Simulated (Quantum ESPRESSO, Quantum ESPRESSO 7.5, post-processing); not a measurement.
## Os(0001), 4 layers: solver and mixing choices

Wanted: time, iterations and memory of Os(0001), 4 layers by eigensolver and mixing.

Method: plane-wave DFT, PBE, PseudoDojo norm-conserving pseudopotentials, in Quantum ESPRESSO 7.5.

This is a report of a sequence of runs, with most program output left out.

**1. The structure**

The cell holds 4 atoms: 4 Os. Its edges and angles: a = 2.740 Å, b = 2.740 Å, c = 22.490 Å, α = 90.0°, β = 90.0°, γ = 60.0°. It derives from Os. Vacuum lies along c.

**2. SCF with pw.x: david, local-TF mixing, beta 0.4, history 8**

The first run is the reference of the series.

Contents of c0.in:

```
&control
  prefix = 'c0'
  outdir = './out'
  pseudo_dir = './pseudo'
  calculation = 'scf'
  tprnfor = .true.
/
&system
  ibrav = 0
  nat = 4
  ntyp = 1
  ecutwfc = 66
  ecutrho = 264
  occupations = 'smearing'
  smearing = 'mv'
  degauss = 0.02
  assume_isolated = 'esm'
  esm_bc = 'bc1'
/
&electrons
  conv_thr = 1e-07
  mixing_beta = 0.4
  electron_maxstep = 80
  mixing_mode = 'local-TF'
  diagonalization = 'david'
  mixing_ndim = 8
/
ATOMIC_SPECIES
  Os  190.2300  Os.dojo-sr-pbe-0.4.1-standard.upf
CELL_PARAMETERS angstrom
  2.74000000000000 0.00000000000000 0.00000000000000
  1.37000000000000 2.37290960636936 0.00000000000000
  0.00000000000000 0.00000000000000 22.48969000000000
ATOMIC_POSITIONS crystal
  Os  0.666666666700 0.666666666700 -0.144281446298
  Os  0.000000000000 0.000000000000 -0.048093815433
  Os  0.666666666700 0.666666666700 0.048093815433
  Os  0.000000000000 0.000000000000 0.144281446298
K_POINTS automatic
  12 12 1 0 0 0
```

Started as:

```bash
$ OMP_NUM_THREADS=1 mpirun -n 4 pw.x -nk 4 -in c0.in > c0.out
```

It took 2 min on 4 MPI ranks of Intel Xeon Platinum 8375C at 2.90GHz (Ice Lake), shared host; peak memory 0.58 GiB; 7.8 min of CPU time.

This step gave:

| Item | Value |
| --- | --- |
| free energy | -11011.6551 eV |
| Fermi energy | -5.400 eV |
| vacuum line at the lower end of the cell, over the Fermi level | 5.400 eV |
| vacuum line at the upper end of the cell, over the Fermi level | 5.400 eV |

The potential energy, planar mean oscillates, so the rows of the table below give means over windows of 1 Å about each position, cut where the curve ends. Its maxima inside the range that stand out by 2 % of the span (Å: eV): -2.2: -2.78, 0.0: -2.99, 2.2: -2.78. Its minima: -3.2: -38.9, -1.1: -39.6, 1.1: -39.6, 3.2: -38.9.

Electrostatic potential energy of an electron; zero at the Fermi level. The potential energy, planar mean by z; means over each step:

```csv
z (Å),"potential energy, planar mean (eV)"
-11,5.40
-10,5.40
-9,5.40
-8,5.40
-7,5.39
-6,5.32
-5,4.29
-4,-9.48
-3,-27.6
-2,-7.66
-1,-30.9
0,-6.55
1,-30.9
2,-7.66
3,-27.6
4,-9.48
5,4.29
6,5.32
7,5.39
8,5.40
9,5.40
10,5.40
11,5.40
```

The program's own clock; routines nest. Time by routine:

```csv
routine,wall time (s),calls
PWSCF,117.2,1
electrons,114.6,1
c_bands,92.91,24
cegterg,68.85,120
h_psi,55.53,1151
vloc_psi,45.14,1151
fftw,43.61,36272
mix_rho,10.25,24
sum_band,9.37,24
calbec,5.29,1171
h_psi:calbec,5.11,1151
add_vuspsi,4.83,1151
ffts,4.27,2078
init_us_2,1.92,250
```

The vacuum levels are read from the outermost 0.7 Å of the cell on either side.

The run needed 23 iterations to bring the estimated error under 1e-07 Ry; the largest force on any atom, held or free, is 0.56 eV/Å.

Inside the slab this potential holds the local part of the pseudopotentials, which can be repulsive at the nuclei; only its value in the vacuum has a meaning of its own.

**3. Ground state: david, plain mixing, beta 0.4, history 8**

c1.in is the input of step 2 with these lines changed:

```diff
@@ -1,3 +1,3 @@
 &control
-  prefix = 'c0'
+  prefix = 'c1'
   outdir = './out'
@@ -23,3 +23,3 @@
   electron_maxstep = 80
-  mixing_mode = 'local-TF'
+  mixing_mode = 'plain'
   diagonalization = 'david'
```

Started as:

```bash
$ OMP_NUM_THREADS=1 mpirun -n 4 pw.x -nk 4 -in c1.in > c1.out
```

Wall time 3 min (4 MPI ranks); peak memory 0.58 GiB; 12 min of CPU time.

The program's own clock; routines nest. Time by routine:

```
     routine  wall time (s)  calls
       PWSCF          181.2      1
   electrons          178.3      1
     c_bands          156.9     37
     cegterg          118.3    185
       h_psi          93.98   1815
    vloc_psi          75.22   1815
        fftw          74.18  55044
    sum_band          17.11     37
      calbec           9.67   1835
h_psi:calbec           9.38   1815
  add_vuspsi           8.77   1815
   init_us_2           3.13    380
     cdiaghg           2.82   1805
    v_of_rho           2.75     37
```

Counted from each run's own zero (the Fermi level), the vacuum level differs from the first run's by -1 meV.

**4. SCF with pw.x: david, plain mixing, beta 0.7, history 8**

c2.in is the input of step 3 with these lines changed:

```diff
@@ -1,3 +1,3 @@
 &control
-  prefix = 'c1'
+  prefix = 'c2'
   outdir = './out'
@@ -21,3 +21,3 @@
   conv_thr = 1e-07
-  mixing_beta = 0.4
+  mixing_beta = 0.7
   electron_maxstep = 80
```

Started as:

```bash
$ OMP_NUM_THREADS=1 mpirun -n 4 pw.x -nk 4 -in c2.in > c2.out
```

Run time: 2.3 min. Hardware: 4 MPI ranks; peak memory 0.58 GiB.

Numbers from this step:

- Fermi energy: -5.401 eV
- vacuum line at the lower end of the cell, over the Fermi level: 5.401 eV
- vacuum line at the upper end of the cell, over the Fermi level: 5.401 eV

The program's own clock; routines nest. Time by routine:

```csv
routine,wall time (s),calls
PWSCF,137.5,1
electrons,134.6,1
c_bands,121.5,19
cegterg,89.54,95
h_psi,71.25,1126
vloc_psi,57.21,1126
fftw,55.46,34694
sum_band,10.55,19
calbec,7.38,1146
h_psi:calbec,6.99,1126
add_vuspsi,6.62,1126
cdiaghg,1.95,1116
init_run,1.89,1
init_us_2,1.77,200
```

Counted from each run's own zero (the Fermi level), the vacuum level differs from the first run's by +1 meV.

**5. Ground state: david, TF mixing, beta 0.4, history 8**

c3.in is the input of step 4 with these lines changed:

```diff
@@ -1,3 +1,3 @@
 &control
-  prefix = 'c2'
+  prefix = 'c3'
   outdir = './out'
@@ -21,5 +21,5 @@
   conv_thr = 1e-07
-  mixing_beta = 0.7
+  mixing_beta = 0.4
   electron_maxstep = 80
-  mixing_mode = 'plain'
+  mixing_mode = 'TF'
   diagonalization = 'david'
```

Started as:

```bash
$ OMP_NUM_THREADS=1 mpirun -n 4 pw.x -nk 4 -in c3.in > c3.out
```

Elapsed: 4 min, on 4 MPI ranks; peak memory 0.58 GiB.

Numbers from this step:

```
Fermi energy                                                   : -5.400 eV
vacuum line at the lower end of the cell, over the Fermi level : 5.400 eV
vacuum line at the upper end of the cell, over the Fermi level : 5.400 eV
```

The program's own clock; routines nest. Time by routine:

```csv
routine,wall time (s),calls
PWSCF,241.7,1
electrons,239.1,1
c_bands,209.6,47
cegterg,162.6,235
h_psi,132.5,2022
fftw,109.7,63990
vloc_psi,108.4,2022
sum_band,23.39,47
calbec,12.21,2042
h_psi:calbec,12.03,2022
add_vuspsi,11.37,2022
init_us_2,4.2,480
v_of_rho,3.95,47
cdiaghg,3.33,2012
```

Counted from each run's own zero (the Fermi level), the vacuum level differs from the first run's by -1 meV.

**6. SCF with pw.x: david, local-TF mixing, beta 0.7, history 8**

c4.in is the input of step 5 with these lines changed:

```diff
@@ -1,3 +1,3 @@
 &control
-  prefix = 'c3'
+  prefix = 'c4'
   outdir = './out'
@@ -21,5 +21,5 @@
   conv_thr = 1e-07
-  mixing_beta = 0.4
+  mixing_beta = 0.7
   electron_maxstep = 80
-  mixing_mode = 'TF'
+  mixing_mode = 'local-TF'
   diagonalization = 'david'
```

Started as:

```bash
$ OMP_NUM_THREADS=1 mpirun -n 4 pw.x -nk 4 -in c4.in > c4.out
```

Elapsed: 2.5 min, on 4 MPI ranks; peak memory 0.58 GiB.

Numbers from this step:

- Fermi energy: -5.4 eV

The program's own clock; routines nest. Time by routine:

```
     routine  wall time (s)  calls
       PWSCF          147.9      1
   electrons          145.7      1
     c_bands          120.6     25
     cegterg          83.06    125
       h_psi          64.96   1341
    vloc_psi          51.99   1341
        fftw          48.75  45044
     mix_rho          11.75     25
    sum_band          10.88     25
      calbec           6.63   1361
h_psi:calbec           6.45   1341
  add_vuspsi           6.01   1341
        ffts           5.04   2380
     cdiaghg           1.99   1331
```

Counted from each run's own zero (the Fermi level), the vacuum level differs from the first run's by -0 meV.

**7. Ground state: david, local-TF mixing, beta 0.2, history 8**

c5.in is the input of step 6 with these lines changed:

```diff
@@ -1,3 +1,3 @@
 &control
-  prefix = 'c4'
+  prefix = 'c5'
   outdir = './out'
@@ -21,3 +21,3 @@
   conv_thr = 1e-07
-  mixing_beta = 0.7
+  mixing_beta = 0.2
   electron_maxstep = 80
```

Started as:

```bash
$ OMP_NUM_THREADS=1 mpirun -n 4 pw.x -nk 4 -in c5.in > c5.out
```

Run time: 2.5 min. Hardware: 4 MPI ranks; peak memory 0.58 GiB.

Numbers from this step:

* Fermi energy: -5.403 eV
* vacuum line at the lower end of the cell, over the Fermi level: 5.403 eV
* vacuum line at the upper end of the cell, over the Fermi level: 5.403 eV

The program's own clock; routines nest. Time by routine:

```
     routine  wall time (s)  calls
       PWSCF          151.9      1
   electrons          149.2      1
     c_bands          115.4     30
     cegterg          92.95    150
       h_psi             76   1185
    vloc_psi           61.8   1185
        fftw           60.9  40360
     mix_rho          17.18     30
    sum_band          13.68     30
        ffts            7.7   2884
      calbec           7.22   1205
h_psi:calbec           7.04   1185
  add_vuspsi           6.63   1185
   init_us_2           2.82    310
```

Counted from each run's own zero (the Fermi level), the vacuum level differs from the first run's by +2 meV.

**8. SCF with pw.x: david, local-TF mixing, beta 0.4, history 4**

c6.in is the input of step 7 with these lines changed:

```diff
@@ -1,3 +1,3 @@
 &control
-  prefix = 'c5'
+  prefix = 'c6'
   outdir = './out'
@@ -21,3 +21,3 @@
   conv_thr = 1e-07
-  mixing_beta = 0.2
+  mixing_beta = 0.4
   electron_maxstep = 80
@@ -25,3 +25,3 @@
   diagonalization = 'david'
-  mixing_ndim = 8
+  mixing_ndim = 4
 /
```

Started as:

```bash
$ OMP_NUM_THREADS=1 mpirun -n 4 pw.x -nk 4 -in c6.in > c6.out
```

Elapsed: 2.3 min, on 4 MPI ranks; peak memory 0.57 GiB; 9.1 min of CPU time.

Read from the output:

* Fermi energy: -5.401 eV
* vacuum line at the lower end of the cell, over the Fermi level: 5.401 eV
* vacuum line at the upper end of the cell, over the Fermi level: 5.401 eV

The program's own clock; routines nest. Time by routine:

```
     routine  wall time (s)  calls
       PWSCF          136.3      1
   electrons          133.4      1
     c_bands          108.9     24
     cegterg          89.54    120
       h_psi          73.33   1151
    vloc_psi          60.22   1151
        fftw          59.33  35994
     mix_rho          11.05     24
    sum_band          11.04     24
      calbec           6.74   1171
h_psi:calbec           6.49   1151
  add_vuspsi            6.2   1151
        ffts            5.3   2010
    init_run           2.29      1
```

Counted from each run's own zero (the Fermi level), the vacuum level differs from the first run's by +1 meV.

**9. Ground state: cg, local-TF mixing, beta 0.4, history 8**

c7.in is the input of step 8 with these lines changed:

```diff
@@ -1,3 +1,3 @@
 &control
-  prefix = 'c6'
+  prefix = 'c7'
   outdir = './out'
@@ -24,4 +24,4 @@
   mixing_mode = 'local-TF'
-  diagonalization = 'david'
-  mixing_ndim = 4
+  diagonalization = 'cg'
+  mixing_ndim = 8
 /
```

Started as:

```bash
$ OMP_NUM_THREADS=1 mpirun -n 4 pw.x -nk 4 -in c7.in > c7.out
```

The job ended after 85 s (4 MPI ranks; peak memory 0.56 GiB; 5.7 min of CPU time).

The program's own clock; routines nest. Time by routine:

```csv
routine,wall time (s),calls
PWSCF,84.42,1
electrons,81.96,1
c_bands,70.62,15
ccgdiagg,55.01,75
h_psi,50.61,6792
hs_1psi,42.95,6722
vloc_psi,28.16,6792
fftw,25.83,21634
calbec,17.55,13534
add_vuspsi,12.79,6792
h_psi:calbec,9.38,6792
wfcrot,8.64,70
s_1psi,8.22,6722
mix_rho,5.15,15
```

Counted from each run's own zero (the Fermi level), the vacuum level differs from the first run's by +1 meV.

**10. Ground state: ppcg, local-TF mixing, beta 0.4, history 8**

c8.in is the input of step 9 with these lines changed:

```diff
@@ -1,3 +1,3 @@
 &control
-  prefix = 'c7'
+  prefix = 'c8'
   outdir = './out'
@@ -24,3 +24,3 @@
   mixing_mode = 'local-TF'
-  diagonalization = 'cg'
+  diagonalization = 'ppcg'
   mixing_ndim = 8
```

Started as:

```bash
$ OMP_NUM_THREADS=1 mpirun -n 4 pw.x -nk 4 -in c8.in > c8.out
```

It took 0.6 s on 4 MPI ranks; peak memory 0.09 GiB.

The program refused the input before any cycle.

The fault put into the input: an eigensolver that this release has dropped (electrons.diagonalization = "ppcg").

The message: “iosys (1): PPCG diagonalization not supported anymore (Dec. 2024)”. This release no longer has that solver; david, paro or rmm-davidson serve.

**11. Ground state: paro, local-TF mixing, beta 0.4, history 8**

c9.in is the input of step 10 with these lines changed:

```diff
@@ -1,3 +1,3 @@
 &control
-  prefix = 'c8'
+  prefix = 'c9'
   outdir = './out'
@@ -24,3 +24,3 @@
   mixing_mode = 'local-TF'
-  diagonalization = 'ppcg'
+  diagonalization = 'paro'
   mixing_ndim = 8
```

Started as:

```bash
$ OMP_NUM_THREADS=1 mpirun -n 4 pw.x -nk 4 -in c9.in > c9.out
```

Wall time 2.6 min (4 MPI ranks); peak memory 0.64 GiB; 10 min of CPU time.

Numbers from this step:

```
Fermi energy                                                   : -5.402 eV
vacuum line at the lower end of the cell, over the Fermi level : 5.402 eV
vacuum line at the upper end of the cell, over the Fermi level : 5.402 eV
```

The program's own clock; routines nest. Time by routine:

| routine | wall time (s) | calls |
| --- | --- | --- |
| PWSCF | 154.6 | 1 |
| electrons | 152.3 | 1 |
| c_bands | 138.6 | 17 |
| paro_k | 90.69 | 85 |
| h_psi | 63.74 | 1923 |
| vloc_psi | 49.22 | 1923 |
| fftw | 44.18 | 43360 |
| calbec | 7.58 | 1943 |
| h_psi:calbec | 7.4 | 1923 |
| add_vuspsi | 6.65 | 1923 |
| mix_rho | 6.45 | 17 |
| sum_band | 5.9 | 17 |
| ffts | 2.49 | 1500 |
| init_run | 1.35 | 1 |

Counted from each run's own zero (the Fermi level), the vacuum level differs from the first run's by +1 meV.

**12. Self-consistent run: rmm-davidson, local-TF mixing, beta 0.4, history 8**

c10.in is the input of step 11 with these lines changed:

```diff
@@ -1,3 +1,3 @@
 &control
-  prefix = 'c9'
+  prefix = 'c10'
   outdir = './out'
@@ -24,3 +24,3 @@
   mixing_mode = 'local-TF'
-  diagonalization = 'paro'
+  diagonalization = 'rmm-davidson'
   mixing_ndim = 8
```

Started as:

```bash
$ OMP_NUM_THREADS=1 mpirun -n 4 pw.x -nk 4 -in c10.in > c10.out
```

Wall time 69 s (4 MPI ranks); peak memory 0.72 GiB; 4.6 min of CPU time.

The program's own clock; routines nest. Time by routine:

```csv
routine,wall time (s),calls
PWSCF,67.86,1
electrons,65.45,1
c_bands,51.09,18
h_psi,34.98,656
vloc_psi,28.66,656
fftw,28.3,24350
crmmdiagg,13.4,60
wfcrot,8.93,65
mix_rho,6.96,18
sum_band,6.13,18
calbec,3.31,676
h_psi:calbec,3.13,656
ffts,3,1590
add_vuspsi,2.92,656
```

Counted from each run's own zero (the Fermi level), the vacuum level differs from the first run's by +2 meV.

**13. The series side by side**

All levels:

```
                                             level  vacuum level over the Fermi level (eV)  its change from the first (meV)  energy from the first (meV an atom)  SCF iterations  wall time (s)  peak memory (GiB)  CPU time (s)
       david, local-TF mixing, beta 0.4, history 8                                     5.4                                0                                    0              23          117.9               0.58         470.8
          david, plain mixing, beta 0.4, history 8                                     5.4                             -0.6                                    0              36          181.9               0.58         726.8
          david, plain mixing, beta 0.7, history 8                                   5.401                                1                              4.76e-4              18          138.2               0.58           551
             david, TF mixing, beta 0.4, history 8                                     5.4                             -0.6                             -6.80e-5              46          242.4               0.58         968.1
       david, local-TF mixing, beta 0.7, history 8                                     5.4                             -0.3                              2.04e-4              24          148.5               0.58         593.4
       david, local-TF mixing, beta 0.2, history 8                                   5.403                              2.5                             -6.80e-5              29          152.5               0.58         609.3
       david, local-TF mixing, beta 0.4, history 4                                   5.401                              0.9                             -6.80e-5              23            137               0.57         547.2
          cg, local-TF mixing, beta 0.4, history 8                                   5.401                              0.6                             0.002109              14          85.08               0.56         339.5
        paro, local-TF mixing, beta 0.4, history 8                                   5.402                              1.3                             -3.40e-5              16          155.2               0.64         620.2
rmm-davidson, local-TF mixing, beta 0.4, history 8                                   5.402                                2                              2.72e-4              17          68.52               0.72         273.3
```

**14. Results**

```json
{"fastest": "rmm-davidson, local-TF mixing, beta 0.4, history 8: 69 s, 17 iterations", "slowest that converged": "david, TF mixing, beta 0.4, history 8: 4 min, 46 iterations", "fewest iterations": "cg, local-TF mixing, beta 0.4, history 8: 14", "largest change of the vacuum level": "2 meV"}
```

What this shows: The fastest choice is rmm-davidson, local-TF mixing, beta 0.4, history 8: 69 s, 17 iterations. The converged runs took 14 to 46 iterations and agree within 3 meV in the vacuum level; counts also move with the parallel layout and the random start, so differences of a few iterations rank nothing. Refused or stopped by an error: ppcg, local-TF mixing, beta 0.4, history 8. The times come from a shared host and are rough. Peak memory is sampled during the run and can miss the peak. The geometry is as built, not relaxed.

[Logs are printed without paths, hosts, clocks, repeated set-up lines and the standing remarks that a program may print on its own settings, such as how far it seeks lower states.]

[Hosts, paths, dates, database ids (printed as entryN), source tags and the programs' standing remarks are cut or masked in the printed files.]

[Maps of the electrostatic potential energy from Ansatz leave out the sawtooth potential of an applied field or a dipole correction, so their vacuum need not be flat; planar profiles and work functions include it.]
